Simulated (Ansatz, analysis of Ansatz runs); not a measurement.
# Li2CdCl4 (Imma), nudged elastic band: V_Li hop (4.5 Å) (q = −1)

Wanted: path and barrier of a jump of Li in Li2CdCl4 (Imma) at charge −1. The case: V_Li hop (4.5 Å), in a cell of 56 host atoms with 1 Li taken out.

Method: plane-wave PAW DFT, HSE06; nudged elastic band between two relaxed defect structures at fixed charge in a uniform background, in Ansatz 0.2.0.

Most raw output is cut from this account.

## Step 1: The structure

The cell holds 55 atoms: 15 Li, 8 Cd and 32 Cl. Its edges and angles: a = 12.949 Å, b = 12.809 Å, c = 10.609 Å, α = 66.4°, β = 65.0°, γ = 48.6°. It derives from Li2CdCl4 (space group Imma). Nearest the centre at fractional (0.284, 0.659, 0.466): Cl28 at 1.09 Å, Li4 at 2.23 Å, Cl37 at 2.84 Å, Cl53 at 2.88 Å, Cl44 at 2.88 Å, Cd21 at 3.41 Å, Cd16 at 3.41 Å, Li9 at 3.43 Å. The cell carries charge −1.

The cell's shortest repeat is 10.6 Å.

## Step 2: Relaxation of the start point, charge −1

The ends come first: from an unrelaxed start the top is counted from too high an energy, and the barrier comes out too low. Small random displacements break the symmetry of the ideal sites, so that the defect can distort if it gains by it. The charge of −1 is set by the electron count, and a uniform background keeps the cell neutral.

qm1.start/input.yaml

```yaml
crystal:
  lattice:
    - [0.0, 7.62069283, 10.46883193]
    - [7.38022985, 0.0, 10.46883193]
    - [7.38022985, 7.62069283, 0.0]
  atoms:
    - { symbol: Li, position: [0.1960546, 0.4460546, 0.0539454] }
    - { symbol: Li, position: [0.6960546, 0.9460546, 0.5539454] }
    - { symbol: Li, position: [0.9460546, 0.1960546, 0.8039454] }
    - { symbol: Li, position: [0.125, 0.625, 0.625] }
    - { symbol: Li, position: [0.375, 0.875, 0.875] }
    - { symbol: Li, position: [0.625, 0.125, 0.125] }
    - { symbol: Li, position: [0.875, 0.375, 0.375] }
    - { symbol: Li, position: [0.125, 0.125, 0.125] }
[... 43 atom lines left out ...]
    - { symbol: Cl, position: [0.11301885, 0.13182163, 0.36817837] }
    - { symbol: Cl, position: [0.36301885, 0.38182163, 0.61817837] }
    - { symbol: Cl, position: [0.61301885, 0.63182163, 0.86817837] }
    - { symbol: Cl, position: [0.86301885, 0.88182163, 0.11817837] }
total_charge: -1
basis:
  ecutwfc: 420
  xc_grid: 2
hamiltonian:
  xc: hse06
kpoints:
  mp_grid: { grid: [1, 1, 1], shift: [0.25, 0.25, 0.25] }
scf:
  occupations: { method: fixed }
  max_iter: 100
output:
  forces: true
relax:
  f_tol: 0.02
  max_steps: 70
  random_displacement: { amplitude: 0.03, seed: 5623 }
```

Started as:

```
$ ansatz run input.yaml --threads 32 --pin off --max-ram 84787MiB --backend cuda --events-out ev --progress --plain --runs-dir out --max-vram 78GiB
```

Elapsed: 19 s, on 1 × NVIDIA GB200 with 32 threads of Arm Neoverse V2, shared host; peak memory 2.5 GiB; 60 s of CPU time.

Step by step:

| step | energy less that of the first step (eV) | largest force component (eV/Å) |
| --- | --- | --- |
| 1 | 0.0000 | 0.6467 |
| 2 | -0.3153 | 0.2986 |
| 3 | -0.3564 | 0.0458 |
| 4 | -0.3636 | 0.0175 |

The atoms that moved most (Å, from the sites as typed, ahead of the random displacement, the mean shift of all atoms taken out):

| atom | dx | dy | dz | length |
| --- | --- | --- | --- | --- |
| Cl26 | -0.004 | 0.097 | -0.001 | 0.097 |
| Cl33 | -0.002 | -0.089 | 0.017 | 0.091 |
| Cd19 | -0.003 | -0.005 | -0.082 | 0.082 |
| Li4 | 0.003 | 0.000 | 0.080 | 0.080 |
| Li9 | -0.012 | 0.005 | 0.069 | 0.070 |
| Cd23 | 0.059 | -0.032 | 0.016 | 0.069 |
| Cl35 | -0.001 | 0.062 | 0.008 | 0.063 |
| Li8 | -0.050 | 0.037 | -0.006 | 0.062 |

Neighbours of Li4 at the end:

| atom | distance (Å) |
| --- | --- |
| Cl28 | 2.477 |
| Cl53 | 2.563 |
| Cl44 | 2.565 |
| Cl32 | 2.570 |
| Cl27 | 2.571 |
| Cl48 | 2.637 |
| Cd16 | 3.633 |
| Cd21 | 3.638 |
| Li11 | 3.690 |

This step gave:

```yaml
free_energy: -103782.8859 eV
r_m_s_move_of_the_farther_half_of_the_atoms: 0.04155 Å
largest_move_from_the_ideal_geometry_of_this_structure_a_common_shift_of_the_far_atoms_taken_out: 0.09526 Å
```

The relaxation gained 0.364 eV and ended with a largest force component of 0.018 eV/Å.

## Step 3: Relaxation of the end point, charge −1

The end point is relaxed in the same cell and settings, so that the two energies compare. Atoms more than 3.2 Å from the middle of the hop start where the first relaxation left them, the nearer ones on or close to their ideal places, with small random displacements.

qm1.end/input.yaml

```yaml
crystal:
  lattice:
    - [0.0, 7.62069283, 10.46883193]
    - [7.38022985, 0.0, 10.46883193]
    - [7.38022985, 7.62069283, 0.0]
  atoms:
    - { symbol: Li, position: [0.19555833, 0.44654314, 0.05398224] }
    - { symbol: Li, position: [0.69572298, 0.94629613, 0.55365179] }
[... 1 atom line left out ...]
    - { symbol: Li, position: [0.443876, 0.693876, 0.306124] }
[... 4 atom lines left out ...]
    - { symbol: Li, position: [0.3796296, 0.37760343, 0.37099386] }
[... 6 atom lines left out ...]
    - { symbol: Cd, position: [0.00495384, -0.00434902, 0.498487] }
[... 4 atom lines left out ...]
    - { symbol: Cd, position: [0.25183383, 0.74988343, 0.74397917] }
[... 4 atom lines left out ...]
    - { symbol: Cl, position: [0.64381731, 0.61190744, 0.38764767] }
    - { symbol: Cl, position: [0.88379142, 0.86926219, 0.63273227] }
    - { symbol: Cl, position: [0.2465624, 0.74965379, 0.5034376] }
[... 3 atom lines left out ...]
    - { symbol: Cl, position: [0.11706208, 0.63645279, 0.86579315] }
[... 4 atom lines left out ...]
    - { symbol: Cl, position: [0.49965379, 0.4965624, 0.25034621] }
[... 4 atom lines left out ...]
    - { symbol: Cl, position: [0.50187645, 0.50096689, 0.75316679] }
[... 1 atom line left out ...]
    - { symbol: Cl, position: [0.13182163, 0.61301885, 0.38698115] }
[... 8 atom lines left out ...]
    - { symbol: Cl, position: [0.36301885, 0.38182163, 0.61817837] }
[... 1 atom line left out ...]
    - { symbol: Cl, position: [0.86237423, 0.87869992, 0.12134353] }
total_charge: -1
basis:
  ecutwfc: 420
  xc_grid: 2
hamiltonian:
  xc: hse06
kpoints:
  mp_grid: { grid: [1, 1, 1], shift: [0.25, 0.25, 0.25] }
scf:
  occupations: { method: fixed }
  max_iter: 100
output:
  forces: true
relax:
  f_tol: 0.02
  max_steps: 70
  random_displacement: { amplitude: 0.01, seed: 5623 }
```

Elapsed: 20 s, on 1 × NVIDIA GB200 with 32 threads; peak memory 2.4 GiB.

Step by step:

| step | energy less that of the first step (eV) | largest force component (eV/Å) |
| --- | --- | --- |
| 1 | 0.0000 | 0.6348 |
| 2 | -0.4190 | 0.2095 |
| 3 | -0.4505 | 0.1326 |
| 4 | -0.5033 | 0.0198 |
| 5 | -0.5033 | 0.0198 |

The atoms that moved most (Å, from the sites as typed, ahead of the random displacement):

| atom | dx | dy | dz | length |
| --- | --- | --- | --- | --- |
| Cl53 | -0.110 | 0.101 | 0.035 | 0.153 |
| Cl44 | -0.108 | -0.099 | 0.036 | 0.151 |
| Cl32 | 0.094 | 0.084 | -0.010 | 0.127 |
| Cl27 | 0.095 | -0.083 | -0.006 | 0.126 |
| Li9 | 0.113 | -0.005 | -0.035 | 0.118 |
| Cd17 | 0.084 | -0.014 | 0.066 | 0.108 |
| Cd20 | 0.084 | 0.023 | 0.055 | 0.103 |
| Li11 | -0.102 | -0.008 | -0.010 | 0.103 |

Neighbours of Li4 at the end:

| atom | distance (Å) |
| --- | --- |
| Cl28 | 2.328 |
| Cl33 | 2.358 |
| Cl26 | 2.358 |
| Cl37 | 2.403 |
| Cl50 | 4.168 |
| Cl43 | 4.173 |
| Cd19 | 4.202 |
| Cd22 | 4.203 |

This step gave:

| Quantity | Value |
| --- | --- |
| free energy | -103782.7632 eV |
| r.m.s. move of the farther half of the atoms | 0.03697 Å |
| largest move from the ideal geometry of this structure, a common shift of the far atoms taken out | 0.1589 Å |

The relaxation gained 0.503 eV and ended with a largest force component of 0.020 eV/Å. The end lies 0.123 eV above the start.

## Step 4: Nudged elastic band, charge −1

3 movable images are laid between the ends on a pair-potential path, which keeps atoms from colliding in the first guess. Each image feels the true force across the path and a spring force along it. The highest image is set to climb to the top of the path.

This step: plane-wave PAW DFT, HSE06; nudged elastic band between two relaxed defect structures at fixed charge in a uniform background.

qm1.neb/input.yaml

```yaml
crystal:
  lattice:
    - [0.0, 7.62069283, 10.46883193]
    - [7.38022985, 0.0, 10.46883193]
    - [7.38022985, 7.62069283, 0.0]
  atoms:
    - { symbol: Li, position: [0.19517081, 0.4463234, 0.05411059] }
    - { symbol: Li, position: [0.69533545, 0.94607638, 0.55378014] }
    - { symbol: Li, position: [0.94368991, 0.19433917, 0.80606025] }
    - { symbol: Li, position: [0.12845077, 0.62917357, 0.62126076] }
    - { symbol: Li, position: [0.37426178, 0.87598569, 0.88004512] }
    - { symbol: Li, position: [0.62497018, 0.12348976, 0.12572582] }
    - { symbol: Li, position: [0.87123103, 0.3797209, 0.37627452] }
    - { symbol: Li, position: [0.13031448, 0.11910986, 0.12421784] }
    - { symbol: Li, position: [0.37924208, 0.37738369, 0.37112221] }
    - { symbol: Li, position: [0.62691391, 0.62303479, 0.6200472] }
    - { symbol: Li, position: [0.87410827, 0.87385231, 0.87639068] }
    - { symbol: Li, position: [0.05320036, 0.80634306, 0.19433028] }
    - { symbol: Li, position: [0.30520043, 0.05178351, 0.44457973] }
    - { symbol: Li, position: [0.55537388, 0.30434304, 0.69587001] }
    - { symbol: Li, position: [0.80151476, 0.55535571, 0.94826647] }
    - { symbol: Cd, position: [0.00456631, -0.00456877, 0.49861535] }
    - { symbol: Cd, position: [0.24907964, 0.25182461, 0.74860835] }
    - { symbol: Cd, position: [0.49817343, 0.50170712, 0.00504591] }
    - { symbol: Cd, position: [0.74577675, 0.74643663, 0.25327894] }
    - { symbol: Cd, position: [0.00119658, 0.50102676, 0.499398] }
    - { symbol: Cd, position: [0.2514463, 0.74966369, 0.74410752] }
    - { symbol: Cd, position: [0.49642924, -0.0017302, 0.00233898] }
    - { symbol: Cd, position: [0.74445697, 0.25706864, 0.25098488] }
    - { symbol: Cl, position: [0.13314087, 0.12198691, 0.87783535] }
    - { symbol: Cl, position: [0.38563228, 0.36659865, 0.13092595] }
    - { symbol: Cl, position: [0.64342978, 0.61168769, 0.38777602] }
    - { symbol: Cl, position: [0.88340389, 0.86904244, 0.63286062] }
    - { symbol: Cl, position: [0.24374051, 0.75043821, 0.50586641] }
    - { symbol: Cl, position: [0.49693243, 1.00237319, 0.74828019] }
    - { symbol: Cl, position: [0.74720929, 0.24680066, 0.00308705] }
    - { symbol: Cl, position: [1.00122122, 0.49767786, 0.25276053] }
    - { symbol: Cl, position: [0.11667455, 0.63623304, 0.8659215] }
    - { symbol: Cl, position: [0.3630877, 0.89367393, 0.10606918] }
    - { symbol: Cl, position: [0.61927591, 0.13407131, 0.36375791] }
    - { symbol: Cl, position: [0.87249732, 0.38344054, 0.61655822] }
    - { symbol: Cl, position: [0.24705664, 0.25219707, -0.00228363] }
    - { symbol: Cl, position: [0.4990379, 0.49472263, 0.24994185] }
    - { symbol: Cl, position: [0.75139351, 0.74751344, 0.50196487] }
    - { symbol: Cl, position: [0.99620449, 0.99764947, 0.75330392] }
    - { symbol: Cl, position: [-0.0037349, 0.00613781, 0.24821812] }
    - { symbol: Cl, position: [0.25226983, 0.25323973, 0.49722122] }
    - { symbol: Cl, position: [0.50148892, 0.50074714, 0.75329514] }
    - { symbol: Cl, position: [0.75140729, 0.75286056, 0.99767861] }
    - { symbol: Cl, position: [0.13264822, 0.61554565, 0.38420522] }
    - { symbol: Cl, position: [0.38208089, 0.86492783, 0.63667382] }
    - { symbol: Cl, position: [0.6295706, 0.11271536, 0.8870418] }
    - { symbol: Cl, position: [0.88401386, 0.36323356, 0.13478201] }
    - { symbol: Cl, position: [0.00253401, 0.50322125, 0.74664212] }
    - { symbol: Cl, position: [0.25008485, 0.75235764, 0.99412231] }
    - { symbol: Cl, position: [0.50209944, 0.00234588, 0.24719386] }
    - { symbol: Cl, position: [0.75526027, 0.24748592, 0.49933685] }
    - { symbol: Cl, position: [0.11268603, 0.13362962, 0.36854078] }
    - { symbol: Cl, position: [0.36482737, 0.38255213, 0.61745492] }
    - { symbol: Cl, position: [0.61481612, 0.63133292, 0.86642131] }
    - { symbol: Cl, position: [0.8619867, 0.87848017, 0.12147188] }
total_charge: -1
basis:
  ecutwfc: 420
  xc_grid: 2
hamiltonian:
  xc: hse06
kpoints:
  mp_grid: { grid: [1, 1, 1], shift: [0.25, 0.25, 0.25] }
scf:
  occupations: { method: fixed }
  max_iter: 100
output:
  forces: true
neb:
  images: 3
  f_tol: 0.06
  climbing: true
  initial_path: idpp
  max_iterations: 45
  order_check: false
  final_atoms:
    - { symbol: Li, position: [0.19463421, 0.44610156, 0.05962162] }
    - { symbol: Li, position: [0.689796, 0.95088549, 0.55496418] }
[... 1 atom line left out ...]
    - { symbol: Li, position: [0.44533442, 0.69623975, 0.30434207] }
[... 4 atom lines left out ...]
    - { symbol: Li, position: [0.37044223, 0.38253457, 0.37936191] }
[... 6 atom lines left out ...]
    - { symbol: Cd, position: [0.00477314, -0.01296464, 0.49913629] }
[... 4 atom lines left out ...]
    - { symbol: Cd, position: [0.25077159, 0.74122829, 0.74507307] }
[... 4 atom lines left out ...]
    - { symbol: Cl, position: [0.63680041, 0.6161468, 0.38186444] }
    - { symbol: Cl, position: [0.87210739, 0.87951363, 0.63330844] }
    - { symbol: Cl, position: [0.2530797, 0.74808699, 0.49708403] }
[... 3 atom lines left out ...]
    - { symbol: Cl, position: [0.11622651, 0.63544196, 0.87751105] }
[... 4 atom lines left out ...]
    - { symbol: Cl, position: [0.50197108, 0.49745021, 0.24754307] }
[... 4 atom lines left out ...]
    - { symbol: Cl, position: [0.50614041, 0.49731749, 0.74743568] }
[... 1 atom line left out ...]
    - { symbol: Cl, position: [0.13483471, 0.61255471, 0.37076771] }
[... 8 atom lines left out ...]
    - { symbol: Cl, position: [0.37918693, 0.36809719, 0.61506423] }
[... 1 atom line left out ...]
    - { symbol: Cl, position: [0.8603749, 0.88342542, 0.11824191] }
```

It took 2.6 min on 1 × NVIDIA GB200 with 32 threads; peak memory 3.6 GiB.

The path, image by image:

| image | path (Å) | energy (eV) | Li4: x, y, z (Å) |
| --- | --- | --- | --- |
| 0 | 0.000 | 0.0000 | 9.228, 5.713, 7.931 |
| 1 | 1.143 | 0.2410 | 8.455, 5.674, 8.615 |
| 2 | 2.285 | 0.3340 | 7.630, 5.573, 9.362 |
| 3 | 3.427 | 0.5680 | 7.472, 4.758, 10.084 |
| 4 | 5.626 | 0.1230 | 7.385, 5.713, 11.951 |

This step gave:

- free energy: -103782.3185 eV
- barrier forward: 0.5674 eV
- barrier backward: 0.4448 eV
- end less start: 0.1226 eV
- hop length: 4.422 Å

Track of the atom that was set to move:

| image | x (Å) | y (Å) | z (Å) | nearest neighbour | distance (Å) |
| --- | --- | --- | --- | --- | --- |
| 0 | 9.228 | 5.713 | 7.931 | Cl | 2.477 |
| 1 | 8.455 | 5.674 | 8.615 | Cl | 2.254 |
| 2 | 7.63 | 5.573 | 9.362 | Cl | 2.234 |
| 3 | 7.472 | 4.758 | 10.08 | Cl | 2.227 |
| 4 | 7.385 | 5.713 | 11.95 | Cl | 2.328 |

The band met its tolerance of 0.06 eV/Å after 18 iterations, with image 3 on top (the start counts as 0). Li4, which moves farthest between the ends, has 6 Cl at 2.48 to 2.64 Å nearest at the start and 3 Cl at 2.23 to 2.33 Å at the top. In at least one step between neighbouring images a covalent bond changes partner or an atom goes far. The images sample such a step coarsely, so the top may lie higher.

(Part 1 of 2 ends here.)

[Logs are printed without paths, hosts, clocks, repeated set-up lines and the standing remarks that a program may print on its own settings, such as how far it seeks lower states.]

[Hosts, paths, dates, database ids (printed as entryN), source tags and the programs' standing remarks are cut or masked in the printed files.]
